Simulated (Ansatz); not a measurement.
# NaGeF3 (model cell, started as cubic perovskite with Ge in the octahedra): a soft mode frozen in, part 2 of 3

Aim: this structure of NaGeF3 (model cell, started as cubic perovskite with Ge in the octahedra) is to be tested for unstable modes, and one is followed downhill.

Ansatz 0.2.0; DFT PBEsol, scalar-relativistic, plane waves, PAW; PAW set soft_1.

So far, highest frequency on the path or at a solved wavevector (cm⁻¹): step 2 (the dispersion) 418. Also lowest frequency on the path (cm⁻¹): step 2 -238.

The structure was built from a prototype and need not be the compound's stable phase.

## 6. Relaxation from the frozen mode

Starting from the lowest point found, all atoms and the cell are let go, so that strain and other modes of the same symmetry can join in.

Contents of input.yaml:

```yaml
crystal:
  lattice:
    - [4.3407137908, 0.0, 0.0]
    - [0.0, 4.3407137908, 0.0]
    - [0.0, 0.0, 8.6814275816]
  atoms:
    - { symbol: Na, position: [0.0, 0.0, 0.0] }
    - { symbol: Na, position: [0.0, 0.0, 0.5] }
    - { symbol: Ge, position: [0.5054191636, 0.5020014587, 0.25] }
    - { symbol: Ge, position: [0.4945808364, 0.4979985413, 0.75] }
    - { symbol: F, position: [0.5, 0.5, 0.0] }
    - { symbol: F, position: [0.5, 0.5, 0.5] }
    - { symbol: F, position: [0.5153447568, -0.0186013184, 0.25] }
    - { symbol: F, position: [0.4846552432, 0.0186013184, 0.75] }
    - { symbol: F, position: [-0.0503650593, 0.5056672763, 0.25] }
    - { symbol: F, position: [0.0503650593, 0.4943327237, 0.75] }
kpoints:
  mp_grid: { grid: [6, 6, 4] }
hamiltonian:
  xc: pbesol
  pseudopotentials: { kind: paw, azcp: { folder: soft_1 }, xc_functional: pbe }
scf:
  occupations: { method: fixed }
output:
  forces: true
  stress: true
  eigenvalues: true
relax:
  adjacent_minimum: "off"
  f_tol: 0.002
  max_steps: 120
  cell: { stress_tol: 0.03 }
```

The run is started by

```sh
ansatz run input.yaml --threads 8 --pin off --max-ram 16384MiB --backend cpu --events-out ev --progress --plain --runs-dir out
```

Numbers of over 12 decimals in the logs are rounded to 6 here.

Output:

```text
[...]
Crystal: 10 atoms, lattice volume = 163.574 Å³
Basis set: ecut = 420 eV, 3197 PW (Γ), exchange–correlation on 60×60×120 points (8 copies of the dense FFT grid, shifted against one another)
Bands: 54, of which v1, the nominal top of the filled ones, is band 44 counted from 1 (43 counted from 0)
Symmetry: 4 space group operations
[...]
k-points: 60 of 144
[...]
SCF iter   1: F=—  HF=-16276.226945 eV  |F-HF|=—  |Δ(HF+E_count)|=         —  Δρ=1.54e-1  dr2=3.02e1  ethr=3.10e-3  ⟨swp⟩=4.7  Hψ=9992  notcnv=0  defer=425
[...]
SCF iter  11: F=-16266.141449 eV  HF=-16266.141449 eV  |F-HF|=1.16e-8  |Δ(HF+E_count)|=   1.01e-6  Δρ=7.60e-6  dr2=7.57e-8  ethr=1.14e-10  ⟨swp⟩=12.0  Hψ=15295  notcnv=0
SCF 1 converged in 11 iterations: F = -16266.141449 eV  dr2 = 7.57e-8
[...]
relax step   1: F+E_penalty+E_count = -16266.14144946 eV  Δ(F+E_penalty+E_count) = +0.000e0 eV  max|allowed force component| = 2.276e-1 eV/Å  Δτ_max = 0.0000 Å  P = +0.942 GPa  Ω = 163.574 Å³  (11 SCF iters, dr2 threshold 1.00e-7 eV, accepted)
Crystal: 10 atoms, lattice volume = 166.959 Å³
Basis set: ecut = 420 eV, 3283 PW (Γ), exchange–correlation on 60×60×120 points (8 copies of the dense FFT grid, shifted against one another)
[...]
iter 1 solved again at ethr=4.49e-4 eV; its pass at ethr=3.10e-3 eV (dr2=3.95e-1 eV) is discarded
[...]
SCF iter   7: F=-16266.239541 eV  HF=-16266.239541 eV  |F-HF|=1.82e-10  |Δ(HF+E_count)|=   6.25e-7  Δρ=1.95e-5  dr2=6.41e-7  ethr=1.14e-9  ⟨swp⟩=11.0  Hψ=15911  notcnv=0
SCF 2 converged in 7 iterations: F = -16266.239541 eV  dr2 = 6.41e-7
[...]
relax step   2: F+E_penalty+E_count = -16266.23954075 eV  Δ(F+E_penalty+E_count) = -9.809e-2 eV  max|allowed force component| = 3.278e-1 eV/Å  Δτ_max = 0.1095 Å  P = -0.529 GPa  Ω = 166.959 Å³  energy of the carried Pulay correction = -5.883e-3 eV  (7 SCF iters, dr2 threshold 1.00e-6 eV, accepted)
Crystal: 10 atoms, lattice volume = 168.878 Å³
Basis set: ecut = 420 eV, 3315 PW (Γ), exchange–correlation on 60×60×120 points (8 copies of the dense FFT grid, shifted against one another)
[...]
SCF iter   9: F=-16266.339062 eV  HF=-16266.339062 eV  |F-HF|=3.73e-8  |Δ(HF+E_count)|=   7.66e-8  Δρ=3.45e-6  dr2=2.51e-8  ethr=1.14e-9  ⟨swp⟩=5.0  Hψ=11681  notcnv=0
SCF 3 converged in 9 iterations: F = -16266.339062 eV  dr2 = 2.51e-8
relax step   3: F+E_penalty+E_count = -16266.33906194 eV  Δ(F+E_penalty+E_count) = -9.952e-2 eV  max|allowed force component| = 6.447e-1 eV/Å  Δτ_max = 0.1951 Å  P = -1.929 GPa  Ω = 168.878 Å³  energy of the carried Pulay correction = -9.166e-3 eV  (9 SCF iters, dr2 threshold 1.00e-6 eV, accepted)
[... from here on, the SCF cycles and remarks between the steps are left out ...]
relax step   4: F+E_penalty+E_count = -16266.51751032 eV  Δ(F+E_penalty+E_count) = -1.784e-1 eV  max|allowed force component| = 3.186e-1 eV/Å  Δτ_max = 0.1401 Å  P = -1.263 GPa  Ω = 166.784 Å³  energy of the carried Pulay correction = -5.582e-3 eV  (8 SCF iters, dr2 threshold 1.00e-6 eV, accepted)
relax step   5: F+E_penalty+E_count = -16266.69003538 eV  Δ(F+E_penalty+E_count) = -1.725e-1 eV  max|allowed force component| = 3.442e-1 eV/Å  Δτ_max = 0.1091 Å  P = +0.199 GPa  Ω = 161.797 Å³  energy of the carried Pulay correction = +3.137e-3 eV  (8 SCF iters, dr2 threshold 1.00e-6 eV, accepted)
relax step   6: F+E_penalty+E_count = -16266.82264337 eV  Δ(F+E_penalty+E_count) = -1.326e-1 eV  max|allowed force component| = 2.089e-1 eV/Å  Δτ_max = 0.1780 Å  P = -0.236 GPa  Ω = 159.239 Å³  energy of the carried Pulay correction = +7.713e-3 eV  (7 SCF iters, dr2 threshold 1.00e-6 eV, accepted)
relax step   7: F+E_penalty+E_count = -16266.92286402 eV  Δ(F+E_penalty+E_count) = -1.002e-1 eV  max|allowed force component| = 1.890e-1 eV/Å  Δτ_max = 0.1553 Å  P = +0.241 GPa  Ω = 153.320 Å³  energy of the carried Pulay correction = +1.859e-2 eV  (8 SCF iters, dr2 threshold 1.00e-6 eV, accepted)
relax step   8: F+E_penalty+E_count = -16266.94282140 eV  Δ(F+E_penalty+E_count) = -1.996e-2 eV  max|allowed force component| = 2.587e-2 eV/Å  Δτ_max = 0.0929 Å  P = +0.067 GPa  Ω = 151.227 Å³  energy of the carried Pulay correction = +2.253e-2 eV  (7 SCF iters, dr2 threshold 1.00e-6 eV, accepted)
relax step   9: F+E_penalty+E_count = -16266.94336193 eV  Δ(F+E_penalty+E_count) = -5.405e-4 eV  max|allowed force component| = 1.384e-2 eV/Å  Δτ_max = 0.0073 Å  P = +0.085 GPa  Ω = 151.500 Å³  energy of the carried Pulay correction = +2.201e-2 eV  (6 SCF iters, dr2 threshold 2.45e-7 eV, accepted)
relax step  10: F+E_penalty+E_count = -16266.94313024 eV  Δ(F+E_penalty+E_count) = +2.317e-4 eV  max|allowed force component| = 5.867e-3 eV/Å  Δτ_max = 0.0016 Å  P = -0.031 GPa  Ω = 151.755 Å³  energy of the carried Pulay correction = +2.153e-2 eV  (5 SCF iters, dr2 threshold 1.70e-7 eV, accepted)
relax step  11: F+E_penalty+E_count = -16266.94327154 eV  Δ(F+E_penalty+E_count) = -1.413e-4 eV  max|allowed force component| = 1.042e-2 eV/Å  Δτ_max = 0.0035 Å  P = +0.032 GPa  Ω = 151.678 Å³  energy of the carried Pulay correction = +2.168e-2 eV  (6 SCF iters, dr2 threshold 5.09e-9 eV, rejected (line search))
relax step  12: F+E_penalty+E_count = -16266.94323482 eV  Δ(F+E_penalty+E_count) = -1.046e-4 eV  max|allowed force component| = 6.137e-4 eV/Å  Δτ_max = 0.0015 Å  P = +0.000 GPa  Ω = 151.706 Å³  energy of the carried Pulay correction = +2.162e-2 eV  (8 SCF iters, accepted)
relax step  13: F+E_penalty+E_count = -16267.10846780 eV  Δ(F+E_penalty+E_count) = -1.652e-1 eV  max|allowed force component| = 5.528e-3 eV/Å  Δτ_max = 0.0000 Å  P = +1.350 GPa  Ω = 151.706 Å³  stress off target by 3.67e0 GPa  SCF on the basis re-selected at this cell (its energy is not comparable with the rows above)  (9 SCF iters)
relax step  14: F+E_penalty+E_count = -16267.16569503 eV  Δ(F+E_penalty+E_count) = -5.723e-2 eV  max|allowed force component| = 3.056e-2 eV/Å  Δτ_max = 0.0150 Å  P = +0.766 GPa  Ω = 154.072 Å³  energy of the carried Pulay correction = -4.698e-3 eV  (6 SCF iters, dr2 threshold 1.00e-6 eV, accepted)
relax step  15: F+E_penalty+E_count = -16267.21109478 eV  Δ(F+E_penalty+E_count) = -4.540e-2 eV  max|allowed force component| = 2.826e-2 eV/Å  Δτ_max = 0.0267 Å  P = +0.232 GPa  Ω = 157.527 Å³  energy of the carried Pulay correction = -1.144e-2 eV  (7 SCF iters, dr2 threshold 1.00e-6 eV, accepted)
relax step  16: F+E_penalty+E_count = -16267.21805977 eV  Δ(F+E_penalty+E_count) = -6.965e-3 eV  max|allowed force component| = 2.548e-2 eV/Å  Δτ_max = 0.0165 Å  P = +0.051 GPa  Ω = 158.905 Å³  energy of the carried Pulay correction = -1.417e-2 eV  (5 SCF iters, dr2 threshold 1.00e-6 eV, accepted)
relax step  17: F+E_penalty+E_count = -16267.21792498 eV  Δ(F+E_penalty+E_count) = +1.348e-4 eV  max|allowed force component| = 1.286e-2 eV/Å  Δτ_max = 0.0016 Å  P = +0.017 GPa  Ω = 159.012 Å³  energy of the carried Pulay correction = -1.437e-2 eV  (5 SCF iters, dr2 threshold 4.06e-8 eV, accepted)
relax step  18: F+E_penalty+E_count = -16267.21789822 eV  Δ(F+E_penalty+E_count) = +2.677e-5 eV  max|allowed force component| = 4.317e-3 eV/Å  Δτ_max = 0.0006 Å  P = +0.003 GPa  Ω = 159.035 Å³  energy of the carried Pulay correction = -1.442e-2 eV  (5 SCF iters, dr2 threshold 1.03e-8 eV, accepted)
relax step  19: F+E_penalty+E_count = -16267.21792217 eV  Δ(F+E_penalty+E_count) = -2.395e-5 eV  max|allowed force component| = 9.540e-5 eV/Å  Δτ_max = 0.0006 Å  P = -0.001 GPa  Ω = 159.024 Å³  energy of the carried Pulay correction = -1.439e-2 eV  (6 SCF iters, dr2 threshold 1.16e-9 eV, accepted)
relax step  20: F+E_penalty+E_count = -16267.25981891 eV  Δ(F+E_penalty+E_count) = -4.190e-2 eV  max|allowed force component| = 1.336e-3 eV/Å  Δτ_max = 0.0000 Å  P = +0.432 GPa  Ω = 159.024 Å³  stress off target by 1.00e0 GPa  SCF on the basis re-selected at this cell (its energy is not comparable with the rows above)  (8 SCF iters)
relax step  21: F+E_penalty+E_count = -16267.26728472 eV  Δ(F+E_penalty+E_count) = -7.466e-3 eV  max|allowed force component| = 2.359e-2 eV/Å  Δτ_max = 0.0159 Å  P = +0.106 GPa  Ω = 162.268 Å³  energy of the carried Pulay correction = -6.772e-3 eV  (6 SCF iters, dr2 threshold 1.00e-6 eV, accepted)
relax step  22: F+E_penalty+E_count = -16267.26621964 eV  Δ(F+E_penalty+E_count) = +1.065e-3 eV  max|allowed force component| = 2.633e-2 eV/Å  Δτ_max = 0.0154 Å  P = +0.084 GPa  Ω = 163.754 Å³  energy of the carried Pulay correction = -1.034e-2 eV  (6 SCF iters, dr2 threshold 1.19e-7 eV, accepted)
relax step  23: F+E_penalty+E_count = -16267.26554050 eV  Δ(F+E_penalty+E_count) = +6.791e-4 eV  max|allowed force component| = 8.042e-3 eV/Å  Δτ_max = 0.0023 Å  P = -0.029 GPa  Ω = 164.071 Å³  energy of the carried Pulay correction = -1.112e-2 eV  (6 SCF iters, dr2 threshold 4.33e-8 eV, accepted)
relax step  24: F+E_penalty+E_count = -16267.26581929 eV  Δ(F+E_penalty+E_count) = -2.788e-4 eV  max|allowed force component| = 1.196e-3 eV/Å  Δτ_max = 0.0035 Å  P = +0.001 GPa  Ω = 163.963 Å³  energy of the carried Pulay correction = -1.086e-2 eV  (6 SCF iters, dr2 threshold 4.45e-9 eV, accepted)
relax step  25: F+E_penalty+E_count = -16267.28024016 eV  Δ(F+E_penalty+E_count) = -1.442e-2 eV  max|allowed force component| = 1.220e-3 eV/Å  Δτ_max = 0.0000 Å  P = +0.059 GPa  Ω = 163.963 Å³  stress off target by 2.36e-1 GPa  SCF on the basis re-selected at this cell (its energy is not comparable with the rows above)  (8 SCF iters)
relax step  26: F+E_penalty+E_count = -16267.27947283 eV  Δ(F+E_penalty+E_count) = +7.673e-4 eV  max|allowed force component| = 2.066e-2 eV/Å  Δτ_max = 0.0073 Å  P = +0.056 GPa  Ω = 165.068 Å³  energy of the carried Pulay correction = -2.113e-3 eV  (6 SCF iters, dr2 threshold 1.40e-7 eV, accepted)
relax step  27: F+E_penalty+E_count = -16267.27882085 eV  Δ(F+E_penalty+E_count) = +6.520e-4 eV  max|allowed force component| = 4.204e-3 eV/Å  Δτ_max = 0.0034 Å  P = -0.001 GPa  Ω = 165.457 Å³  energy of the carried Pulay correction = -2.880e-3 eV  (6 SCF iters, dr2 threshold 2.67e-8 eV, accepted)
relax step  28: F+E_penalty+E_count = -16267.27880754 eV  Δ(F+E_penalty+E_count) = +1.332e-5 eV  max|allowed force component| = 2.487e-4 eV/Å  Δτ_max = 0.0009 Å  P = -0.000 GPa  Ω = 165.468 Å³  energy of the carried Pulay correction = -2.900e-3 eV  (6 SCF iters, dr2 threshold 1.10e-9 eV, accepted)
relax step  29: F+E_penalty+E_count = -16267.28197431 eV  Δ(F+E_penalty+E_count) = -3.167e-3 eV  max|allowed force component| = 4.152e-4 eV/Å  Δτ_max = 0.0000 Å  P = +0.010 GPa  Ω = 165.468 Å³  stress off target by 5.68e-2 GPa  SCF on the basis re-selected at this cell (its energy is not comparable with the rows above)  (7 SCF iters)
relax step  30: F+E_penalty+E_count = -16267.28153357 eV  Δ(F+E_penalty+E_count) = +4.407e-4 eV  max|allowed force component| = 5.965e-4 eV/Å  Δτ_max = 0.0020 Å  P = +0.004 GPa  Ω = 165.757 Å³  energy of the carried Pulay correction = -5.370e-4 eV  (6 SCF iters, dr2 threshold 8.08e-9 eV, accepted)
relax step  31: F+E_penalty+E_count = -16267.28133737 eV  Δ(F+E_penalty+E_count) = +1.962e-4 eV  max|allowed force component| = 3.426e-4 eV/Å  Δτ_max = 0.0009 Å  P = +0.001 GPa  Ω = 165.865 Å³  energy of the carried Pulay correction = -7.398e-4 eV  (8 SCF iters, accepted)
[...]
SCF iter   5: F=-16267.282065 eV  HF=-16267.282065 eV  |F-HF|=6.73e-11  |Δ(HF+E_count)|=  8.68e-10  Δρ=1.72e-7  dr2=3.41e-11  ethr=1.00e-12  ⟨swp⟩=12.2  Hψ=15186  notcnv=0
SCF 32 converged in 5 iterations: F = -16267.282065 eV  dr2 = 3.41e-11
relax step  32: F+E_penalty+E_count = -16267.28206518 eV  Δ(F+E_penalty+E_count) = -7.278e-4 eV  max|allowed force component| = 3.744e-4 eV/Å  Δτ_max = 0.0000 Å  P = +0.003 GPa  Ω = 165.865 Å³  stress off target by 1.47e-2 GPa  SCF on the basis re-selected at this cell (its energy is not comparable with the rows above)  (5 SCF iters)
[...]
SCF converged after 5 iterations
Free energy (F): -16267.282065 eV
[...]
Internal energy: -16267.282065 eV  (E = F + TS)
E sigma→0 (E₀):  -16267.282065 eV
Fermi energy:    2.783749 eV
[...]
--- Forces (eV/Å), atoms counted from 1 ---
  atom   1  Na     0.00000000    -0.00000000     0.00000000
  atom   2  Na     0.00000000    -0.00000000     0.00000000
  atom   3  Ge    -0.00024935    -0.00037439    -0.00000000
  atom   4  Ge     0.00024935     0.00037439     0.00000000
  atom   5  F      0.00000000     0.00000000     0.00000000
  atom   6  F     -0.00000000     0.00000000     0.00000000
  atom   7  F      0.00011221     0.00020280    -0.00000000
  atom   8  F     -0.00011221    -0.00020280     0.00000000
  atom   9  F      0.00020236    -0.00000121    -0.00000000
  atom  10  F     -0.00020236     0.00000121     0.00000000
  max |Σ_I F_I| component: 2.71e-20 eV/Å
--- Stress (GPa, compression-positive) ---
        0.004847      -0.009693       0.000000
       -0.009693       0.005114       0.000000
        0.000000       0.000000      -0.000955
  P = ⅓ Tr σ = 0.0030 GPa (0.030 kbar)
--- Band table (eV; the first three rows and the last of 60) ---
  k-point 0: bands = [... 40 lower, -0.2220, -0.2042, 0.1957, 2.0778, 6.6333, 7.7728, 8.4512, 8.8392, ... 6 higher]
  k-point 1: bands = [... 40 lower, -0.2191, -0.2066, 0.4206, 1.7221, 6.9797, 7.7829, 8.5040, 8.7780, ... 6 higher]
  k-point 2: bands = [... 40 lower, -0.2126, -0.2126, 1.0108, 1.0108, 7.5732, 7.5732, 8.6368, 8.6368, ... 6 higher]
  k-point 59: bands = [... 40 lower, -0.2704, -0.2704, 1.6833, 1.6833, 6.9268, 6.9268, 8.2467, 8.2467, ... 6 higher]
--- Relaxed structure (27 steps of the walk, 26 accepted, 5 SCFs on fresh bases) ---
  F+E_penalty+E_count = -16267.28206518 eV   max|allowed force component| = 3.744e-4 eV/Å   (the final SCF, on the basis selected at the relaxed cell)
  cell:  # Å, volume = 165.8653 Å³
    - [4.535820, -1.151496, 0.0]
    - [-1.151496, 4.535256, 0.0]
    - [0.0, 0.0, 8.618548]
  atoms:
    - { symbol: Na, position: [-1.7858918848097221e-19, -3.896491385039387e-19, 0] }
    - { symbol: Na, position: [-1.7858918848097221e-19, -3.896491385039387e-19, 0.5] }
    - { symbol: Ge, position: [0.482887, 0.483045, 0.25] }
    - { symbol: Ge, position: [0.517113, 0.516955, 0.75] }
    - { symbol: F, position: [0.5, 0.5, 0] }
    - { symbol: F, position: [0.5, 0.5, 0.5] }
    - { symbol: F, position: [0.616493, -0.075183, 0.25] }
    - { symbol: F, position: [0.383507, 0.075183, 0.75] }
    - { symbol: F, position: [-0.075358, 0.616805, 0.25] }
    - { symbol: F, position: [0.075358, 0.383195, 0.75] }
```

Run time: 2.7 min. Hardware: 8 threads of Arm Neoverse V1, shared host; peak memory 0.94 GiB; 21 min of CPU time.

[end of part 2 of 3]

[Logs are printed without paths, hosts, clocks, repeated set-up lines and the standing remarks that a program may print on its own settings, such as how far it seeks lower states.]

[Hosts, paths, dates, database ids (printed as entryN), source tags and the programs' standing remarks are cut or masked in the printed files.]
